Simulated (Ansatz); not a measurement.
## Changed inputs in constrained RPA: CsPdBr3 (cubic perovskite) (Pm-3m)

Aim: hold the target of a cRPA run on CsPdBr3 (cubic perovskite) (Pm-3m) and move one thing at a time.

Program: Ansatz 0.2.0. Level of theory: constrained RPA on LDA, plane waves, PAW. Results are calculated unless marked as measured.

The structure was built from a prototype and need not be the compound's stable phase.

## (1) Starting point

The structure is cubic, space group Pm-3m (No. 221). The conventional cell has a = 5.127 Å, b = 5.127 Å, c = 5.127 Å, α = 90.00°, β = 90.00°, γ = 90.00°. Cs has 12 Br at 3.63 Å nearest. Nearest to Pd lie 6 Br at 2.56 Å. Nearest to Br lie 2 Pd at 2.56 Å and 4 Cs at 3.63 Å. Farther neighbours and most contacts between anions are not listed.

The structure was relaxed with LDA. The structure type comes from a generator and need not be one that this composition takes. The structure was generated from a model, not taken from a measurement. The runs that relaxed it are not among those shown. The program's search for lower electronic states was switched off, so nothing shows that the state found is the lowest. Spin-orbit coupling is left out unless a step names it. The default PAW set here is soft_2. Its files were made with PBE.

## (2) Base: Pd d + anion p, bands v13 to c1, 4×4×4 mesh, medium accuracy

Constrained RPA screens the interaction with every transition except those inside the target bands, which a later many-body model would treat itself.

Contents of input.yaml:

```yaml
crystal:
  lattice:
    - [0.0, -5.12698412, 0.0]
    - [0.0, 0.0, 5.12698412]
    - [-5.12698412, 0.0, 0.0]
  atoms:
    - { symbol: Cs, position: [0.0, 0.0, 0.0] }
    - { symbol: Pd, position: [0.5, 0.5, 0.5] }
    - { symbol: Br, position: [0.5, 0.5, 0.0] }
    - { symbol: Br, position: [0.5, 0.0, 0.5] }
    - { symbol: Br, position: [0.0, 0.5, 0.5] }
kpoints:
  mp_grid: { grid: [4, 4, 4] }
hamiltonian:
  xc: lda
scf:
  occupations: { method: gaussian, width: 0.08 }
  n_extra_bands: 19
  max_iter: 150
  lower_state_search: "off"
output:
  crpa:
    kmesh: [4, 4, 4]
    target_bands: [v13, c1]
    projections: [{ species: Pd, l: d, shell: 4 }, { species: Br, l: p, shell: 4 }]
  local_orbitals:
    kmesh: [8, 8, 8]
    orbitals: [{ species: Pd, l: d, shell: 4 }, { species: Br, l: p, shell: 4 }]
    window: { bands: [v13, c1] }
    seedname: lo
```

Run with:

```bash
$ ansatz run input.yaml --threads 4 --pin off --max-ram 9216MiB --backend cpu --events-out ev --progress --plain --runs-dir out
```

Numbers of over 12 decimals in the logs are rounded to 6 here.

Output:

```text
scf.n_extra_bands = 19 over 24 filled bands (N_el = 48.0): the run solves 43 bands
Engine: ansatz 0.2.0, x86_64-unknown-linux-gnu
Pseudopotentials: kind: paw
Pseudopotential: Cs, paw, valence charge 9, recommended cutoff 420 eV (normal), Cs.paw.azcp
Pseudopotential: Pd, paw, valence charge 18, recommended cutoff 420 eV (normal), Pd.paw.azcp
Pseudopotential: Br, paw, valence charge 7, recommended cutoff 420 eV (normal), Br.paw.azcp
Functional definition: SPW92
  exchange = slater_x
  correlation = pw_c
Crystal: 5 atoms, lattice volume = 134.768 Å³
Basis set: ecut = 420 eV, 2601 PW (Γ)
Bands: 43, of which v1, the nominal top of the filled ones, is band 24 counted from 1 (23 counted from 0)
Symmetry: 48 space group operations
Space group: Pm-3m (ITA 221), of the structure as read, at distance tolerance 5.1e-5 Å
k-points: 10 of 64
Non-local potential: Cs, projectors of the file, l = 0: 3, l = 1: 2, l = 2: 2, l = 3: 2
Non-local potential: Pd, projectors of the file, l = 0: 2, l = 1: 2, l = 2: 2, l = 3: 1
Non-local potential: Br, projectors of the file, l = 0: 2, l = 1: 2, l = 2: 2
PAW form: soft (Blöchl's): semilocal exchange-correlation on the pseudo side does not see the compensation charge
PAW frozen core: Cs, regenerated for the run's functional, and the local potential with it (the file was generated under x = pbe(κ = 0.804, μ = 0.219515), c = pbe(β = 0.066725))
PAW frozen core: Pd, regenerated for the run's functional, and the local potential with it (the file was generated under x = pbe(κ = 0.804, μ = 0.219515), c = pbe(β = 0.066725))
PAW frozen core: Br, regenerated for the run's functional, and the local potential with it (the file was generated under x = pbe(κ = 0.804, μ = 0.219515), c = pbe(β = 0.066725))
PAW one-centre angular grid: Cs, 194 points (default); XC on 64 Gauss nodes
PAW one-centre angular grid: Pd, 590 points (default); XC on 64 Gauss nodes
PAW one-centre angular grid: Br, 110 points (default); XC on 64 Gauss nodes
Initial density: superposition of atomic densities (neutral atoms: chi_scale 0, normalization atom), corrected by the library's trained network
Initial wavefunctions: pseudopotential atomic-orbital guess
Functional: x = slater, c = lda
SCF iter   1: F=—  HF=-20435.839800 eV  |F-HF|=—  |Δ(HF+E_count)|=         —  Δρ=6.41e-3  dr2=5.05e-2  ethr=1.77e-3  ⟨swp⟩=6.4  Hψ=2135  notcnv=0  defer=75
preconditioner: auto → Resta (q_TF=auto, 2.297 Å⁻¹)  ε∞=3.1  [insulator: Δε(μ)=0.101 eV  Ē_g=13.739 eV  σ=0.080 eV  W_gap=0.59  n_scr=26 (ndim 8)  ℏωp=19.7 eV  f_vac=0.009  D(μ)=5.21/eV (n_scr^D=32)  ε∞_Penn≈3.1]
SCF iter   2: F=—  HF=-20435.832441 eV  |F-HF|=—  |Δ(HF+E_count)|=   7.36e-3  Δρ=2.64e-3  dr2=7.12e-3  ethr=1.05e-4  ⟨swp⟩=2.1  Hψ=695  notcnv=0  defer=104
[...]
Fermi energy:    6.736125 eV
--- Per-component energies (eV) ---
  E_band       = -395.226739
  E_kinetic    = 1060.356712
  E_local      = -4359.466488  (includes V_loc(G=0)·N_el)
  E_nonlocal   = 472.907908
  E_hartree    = 1738.880644
  E_xc         = -1125.141485
  E_vxc        = -653.936111  (∫ρ·V_xc dr)
  E_paw        = -15009.084252  (= ΣΔE_a)
  E_vpaw       = -392.851894  (= ΣTr[D̂ρ^β])
  E_aug_tail   = 0.000179  (compensation charges beyond the density's cutoff)
  E_ewald      = -3215.839160
  E_core_change = 1.570824  (= ΣΔE_core)
  E_smearing   = -0.016152  (= −TS)
  E_closure    = 0.000000  (closes the sum)
  Σ components = -20435.831269   (vs F -20435.831269, Δ=0.00e0)
--- Band table (eV; the first three rows and the last of 10) ---
  k-point 0: bands = [... 20 lower, 4.5643, 4.5643, 5.2227, 5.2227, 5.2227, 9.1432, 10.7335, 10.7335, ... 15 higher]
  k-point 1: bands = [... 20 lower, 4.8044, 4.8044, 5.4019, 5.4019, 5.6811, 10.4040, 11.4033, 11.5570, ... 15 higher]
  k-point 2: bands = [... 20 lower, 4.7827, 4.7827, 5.6460, 5.6460, 5.9472, 12.3709, 12.6369, 12.6629, ... 15 higher]
  k-point 9: bands = [... 20 lower, 5.6495, 5.6495, 5.6495, 8.6117, 8.6117, 11.3795, 11.3795, 11.3795, ... 15 higher]
--- cRPA (band scheme, projected local orbitals): target bands 12..25 (1-based), 14 Wannier function(s), 4×4×4 mesh, 50 bands' worth read of 55 solved, ecut_chi 136.0 eV, v(q+G=0) probe_charge, pair densities all_electron ---
  bands read: the sum over 50 bands ends inside a degenerate multiplet in 10 slots, whose members it reads at an even weight; the widest, k=42: bands 49 to 51 (counted from 1) at 2/3 each
  χ-basis size per q: N_G = 461..500
  window electrons = 26.0000, filled by tetrahedron_uncorrected; constrained ε̄⁻¹(q = 0, 0) head = 0.298582; min gauge Gram eig = 0.8215
  Kanamori averages over each shell's own Wannier functions (sites counted from 0, functions from 1):
  Each shell's averages of U are screened by what lies outside the whole window alone: parameters of one model of all the shells.
    Site 1, 4D, 5 of 5 d orbitals (Wannier functions 1, 2, 3, 4, 5; wannier90's mr 1, 2, 3, 4, 5):
      screened: U = 6.0645 eV, U' = 5.0498 eV, J = 0.5031 eV
      screened, to within: U = 5.7e-3 eV, U' = 5.7e-3 eV, J = 6.9e-4 eV
      bare: V = 17.4253 eV, V' = 16.0974 eV, J = 0.6574 eV
    Site 2, 4P, 3 of 3 p orbitals (Wannier functions 6, 7, 8; wannier90's mr 1, 2, 3):
      screened: U = 4.7483 eV, U' = 3.8653 eV, J = 0.4227 eV
      screened, to within: U = 4.9e-3 eV, U' = 4.9e-3 eV, J = 5.7e-4 eV
      bare: V = 11.7475 eV, V' = 10.4176 eV, J = 0.6366 eV
    Site 3, 4P, 3 of 3 p orbitals (Wannier functions 9, 10, 11; wannier90's mr 1, 2, 3):
      screened: U = 4.7483 eV, U' = 3.8653 eV, J = 0.4227 eV
      screened, to within: U = 4.9e-3 eV, U' = 4.9e-3 eV, J = 5.7e-4 eV
      bare: V = 11.7475 eV, V' = 10.4176 eV, J = 0.6366 eV
    Site 4, 4P, 3 of 3 p orbitals (Wannier functions 12, 13, 14; wannier90's mr 1, 2, 3):
      screened: U = 4.7483 eV, U' = 3.8653 eV, J = 0.4227 eV
      screened, to within: U = 4.9e-3 eV, U' = 4.9e-3 eV, J = 5.7e-4 eV
      bare: V = 11.7475 eV, V' = 10.4176 eV, J = 0.6366 eV
  Hermiticity witness max|P − P†| over intra, direct and exchange elements: 2.49e-14 eV (screened), 3.47e-17 eV (bare)
  Reality witness max|Im| over intra, direct and exchange elements: 3.96e-9 eV (screened), 2.09e-12 eV (bare)
[key lines of the parts left out:]
SCF converged after 6 iterations
Free energy (F): -20435.831269 eV
```

It took 14 min on 4 threads of Intel Xeon Platinum 8259CL at 2.50GHz (Skylake/Cascade Lake), shared host; peak memory 1.2 GiB.

The column dr2 measures how far the density is from self-consistency, as an energy; F and HF (Harris–Foulkes) agree once it is small.

Numbers from this step:

```
U                                                 : 6.065 eV
U prime (inter-orbital)                           : 5.050 eV
J                                                 : 0.5031 eV
bare V                                            : 17.43 eV
bare J                                            : 0.6574 eV
stated bound on U                                 : 0.005682 eV
U over bare V                                     : 0.3480
electrons in the window                           : 26.00
head of the constrained inverse dielectric matrix : 0.2986
least eigenvalue of the projection's overlap      : 0.8215
target functions                                  : 14
bands in the sums                                 : 50
r.m.s. miss of the model bands                    : 1.73e-4 eV
width of the target bands                         : 8.382 eV
weight of the projected orbitals in the window    : 0.9577
```

On the Pd d shell, screening brings the on-site interaction from 17.4 eV down to U = 6.06 eV.

## (3) Changed: 2×2×2 mesh

input.yaml, the sections that differ from step 2:

```yaml
output:
  crpa:
    kmesh: [2, 2, 2]
    target_bands: [v13, c1]
    projections: [{ species: Pd, l: d, shell: 4 }, { species: Br, l: p, shell: 4 }]
# crystal, kpoints, hamiltonian, scf: as in step 2
```

Output:

```text
[...]
Crystal: 5 atoms, lattice volume = 134.768 Å³
Basis set: ecut = 420 eV, 2601 PW (Γ)
Bands: 43, of which v1, the nominal top of the filled ones, is band 24 counted from 1 (23 counted from 0)
[... 1 set-up line as in the run before ...]
[...]
k-points: 10 of 64
[...]
SCF iter   1: F=—  HF=-20435.839800 eV  |F-HF|=—  |Δ(HF+E_count)|=         —  Δρ=6.41e-3  dr2=5.05e-2  ethr=1.77e-3  ⟨swp⟩=6.4  Hψ=2135  notcnv=0  defer=75
[...]
SCF iter   6: F=-20435.831269 eV  HF=-20435.831269 eV  |F-HF|=2.86e-8  |Δ(HF+E_count)|=   3.24e-7  Δρ=5.25e-6  dr2=5.35e-8  ethr=2.08e-10  ⟨swp⟩=10.7  Hψ=2576  notcnv=0
SCF 1 converged in 6 iterations: F = -20435.831269 eV  dr2 = 5.35e-8
[...]
NSCF: frozen V_eff on 4 k-points
[...]
cRPA screening: q 1/8
cRPA screening: q 2/8
cRPA screening: q 5/8 (q-point 4)
cRPA screening: q 8/8
SCF converged after 6 iterations
Free energy (F): -20435.831269 eV
[...]
χ-basis size per q: N_G = 461..500
[...]
screened: U = 6.1323 eV, U' = 5.1129 eV, J = 0.5053 eV
      screened, to within: U = 8.9e-3 eV, U' = 8.9e-3 eV, J = 7.5e-4 eV
      bare: V = 17.5160 eV, V' = 16.1838 eV, J = 0.6596 eV
    Site 2, 4P, 3 of 3 p orbitals (Wannier functions 6, 7, 8; wannier90's mr 1, 2, 3):
      screened: U = 4.7428 eV, U' = 3.8508 eV, J = 0.4267 eV
      screened, to within: U = 5.6e-3 eV, U' = 5.6e-3 eV, J = 6.6e-4 eV
      bare: V = 11.9180 eV, V' = 10.5774 eV, J = 0.6407 eV
    Site 3, 4P, 3 of 3 p orbitals (Wannier functions 9, 10, 11; wannier90's mr 1, 2, 3):
      screened: U = 4.7428 eV, U' = 3.8508 eV, J = 0.4267 eV
      screened, to within: U = 5.6e-3 eV, U' = 5.6e-3 eV, J = 6.6e-4 eV
      bare: V = 11.9180 eV, V' = 10.5774 eV, J = 0.6407 eV
    Site 4, 4P, 3 of 3 p orbitals (Wannier functions 12, 13, 14; wannier90's mr 1, 2, 3):
      screened: U = 4.7428 eV, U' = 3.8508 eV, J = 0.4267 eV
      screened, to within: U = 5.6e-3 eV, U' = 5.6e-3 eV, J = 6.6e-4 eV
      bare: V = 11.9180 eV, V' = 10.5774 eV, J = 0.6407 eV
[...]
[key lines of the parts left out:]
Fermi energy:    6.736125 eV
```

Run time: 87 s. Hardware: 4 threads; peak memory 1 GiB; 5 min of CPU time.

Numbers from this step:

- U: 6.132 eV
- U prime (inter-orbital): 5.113 eV
- J: 0.5053 eV
- bare V: 17.52 eV
- bare J: 0.6596 eV
- stated bound on U: 0.008890 eV
- U over bare V: 0.3501
- electrons in the window: 26
- head of the constrained inverse dielectric matrix: 0.2736
- least eigenvalue of the projection's overlap: 0.8215
- target functions: 14
- bands in the sums: 50
- width of the target bands: 8.382 eV
- weight of the projected orbitals in the window: 0.9577

On the Pd d shell, screening brings the on-site interaction from 17.5 eV down to U = 6.13 eV.

## (4) Changed: sums over states

Edit input.yaml of step 3 so:

```diff
@@ -22,4 +22,7 @@
   crpa:
-    kmesh: [2, 2, 2]
+    kmesh: [4, 4, 4]
     target_bands: [v13, c1]
     projections: [{ species: Pd, l: d, shell: 4 }, { species: Br, l: p, shell: 4 }]
+    accuracy: sum_over_states
+    n_empty_bands: 48
+    ecut_chi: 136
```

Output:

```text
[...]
Crystal: 5 atoms, lattice volume = 134.768 Å³
Basis set: ecut = 420 eV, 2601 PW (Γ)
Bands: 43, of which v1, the nominal top of the filled ones, is band 24 counted from 1 (23 counted from 0)
[... 1 set-up line as in the run before ...]
[...]
k-points: 10 of 64
[...]
screened: U = 4.9633 eV, U' = 3.9165 eV, J = 0.4987 eV
      bare: V = 11.7475 eV, V' = 10.4176 eV, J = 0.6366 eV
    Site 3, 4P, 3 of 3 p orbitals (Wannier functions 9, 10, 11; wannier90's mr 1, 2, 3):
      screened: U = 4.9633 eV, U' = 3.9165 eV, J = 0.4987 eV
      bare: V = 11.7475 eV, V' = 10.4176 eV, J = 0.6366 eV
    Site 4, 4P, 3 of 3 p orbitals (Wannier functions 12, 13, 14; wannier90's mr 1, 2, 3):
      screened: U = 4.9633 eV, U' = 3.9165 eV, J = 0.4987 eV
      bare: V = 11.7475 eV, V' = 10.4176 eV, J = 0.6366 eV
[...]
[key lines of the parts left out:]
SCF converged after 6 iterations
Free energy (F): -20435.831269 eV
Fermi energy:    6.736125 eV
```

Elapsed: 88 s, on 4 threads; peak memory 0.99 GiB.

This variant gives U = 6.47 eV against 6.06 eV. It is a finite sum over empty states with no bound on its error and stays out of the table below.

## (5) Changed: sums over states on smooth products

Edit input.yaml of step 4 so:

```diff
@@ -26,2 +26,3 @@
     accuracy: sum_over_states
+    pair_densities: pseudo
     n_empty_bands: 48
```

Output:

```text
[...]
Crystal: 5 atoms, lattice volume = 134.768 Å³
Basis set: ecut = 420 eV, 2601 PW (Γ)
Bands: 43, of which v1, the nominal top of the filled ones, is band 24 counted from 1 (23 counted from 0)
[... 1 set-up line as in the run before ...]
[...]
k-points: 10 of 64
[...]
screened: U = 4.9825 eV, U' = 3.9197 eV, J = 0.5065 eV
      bare: V = 11.7475 eV, V' = 10.4176 eV, J = 0.6366 eV
    Site 3, 4P, 3 of 3 p orbitals (Wannier functions 9, 10, 11; wannier90's mr 1, 2, 3):
      screened: U = 4.9825 eV, U' = 3.9197 eV, J = 0.5065 eV
      bare: V = 11.7475 eV, V' = 10.4176 eV, J = 0.6366 eV
    Site 4, 4P, 3 of 3 p orbitals (Wannier functions 12, 13, 14; wannier90's mr 1, 2, 3):
      screened: U = 4.9825 eV, U' = 3.9197 eV, J = 0.5065 eV
      bare: V = 11.7475 eV, V' = 10.4176 eV, J = 0.6366 eV
[...]
[key lines of the parts left out:]
SCF converged after 6 iterations
Free energy (F): -20435.831269 eV
Fermi energy:    6.736125 eV
```

The job ended after 49 s (4 threads; peak memory 0.88 GiB).

This variant gives U = 6.59 eV against 6.06 eV. It is a finite sum over empty states with no bound on its error and stays out of the table below.

## (6) Changed: orbitals of another atom

Edit input.yaml of step 5 so:

```diff
@@ -24,6 +24,2 @@
     target_bands: [v13, c1]
-    projections: [{ species: Pd, l: d, shell: 4 }, { species: Br, l: p, shell: 4 }]
-    accuracy: sum_over_states
-    pair_densities: pseudo
-    n_empty_bands: 48
-    ecut_chi: 136
+    projections: [{ species: Br, l: p }]
```

Output:

```text
Error: invalid value for `output.crpa.projections`: 9 orbital(s) selected but the target window spans 14 band(s); name one orbital per band of it
```

Elapsed: 0.22 s, on 4 threads; peak memory 0.12 GiB.

The program refused the input before any cycle.

The program's message: “Error: invalid value for `output.crpa.projections`: 9 orbital(s) selected but the target window spans 14 band(s); name one orbital per band of it”

The fault put into this input: trial orbitals that do not match the target bands.

## (7) Side by side

Times are wall times on 4 threads of Intel Xeon Platinum 8259CL at 2.50GHz (Skylake/Cascade Lake), shared host. The host was busy with other work, so they are no guide to cost.

```csv
run,bare V (eV),U (eV),J (eV),bound on U (eV),width (eV),time
target window,17.43,6.065,0.503,0.0057,8.38,14 min
2×2×2 mesh,17.52,6.132,0.505,0.0089,8.38,87 s
```

## (8) Outcome

```json
{
 "target window": "U 6.06 eV, J 0.50 eV",
 "2×2×2 mesh": "U 6.13 eV, J 0.51 eV"
}
```

In words: 2×2×2 mesh moves U by +0.07 eV at 0.10 times the time. The printed bound covers the solver alone, not the mesh, and no denser mesh than the base was run. The parent state is non-magnetic and the interaction static (zero frequency); U depends on the window and the orbitals, so it belongs to this model alone. A window that holds the anion p bands defines a model with explicit ligands; its U belongs to that model and is not the U of DFT+U.

[Paths, hosts, dates, memory and timing lines, banners, echoed tables and standing remarks are left out of the program output.]

[Logs are printed without paths, hosts, clocks, repeated set-up lines and the standing remarks that a program may print on its own settings, such as how far it seeks lower states.]

[Runs of the session that timed out or met a known fault of the program may be left out.]

[Hosts, paths, dates, database ids (printed as entryN), source tags and the programs' standing remarks are cut or masked in the printed files.]
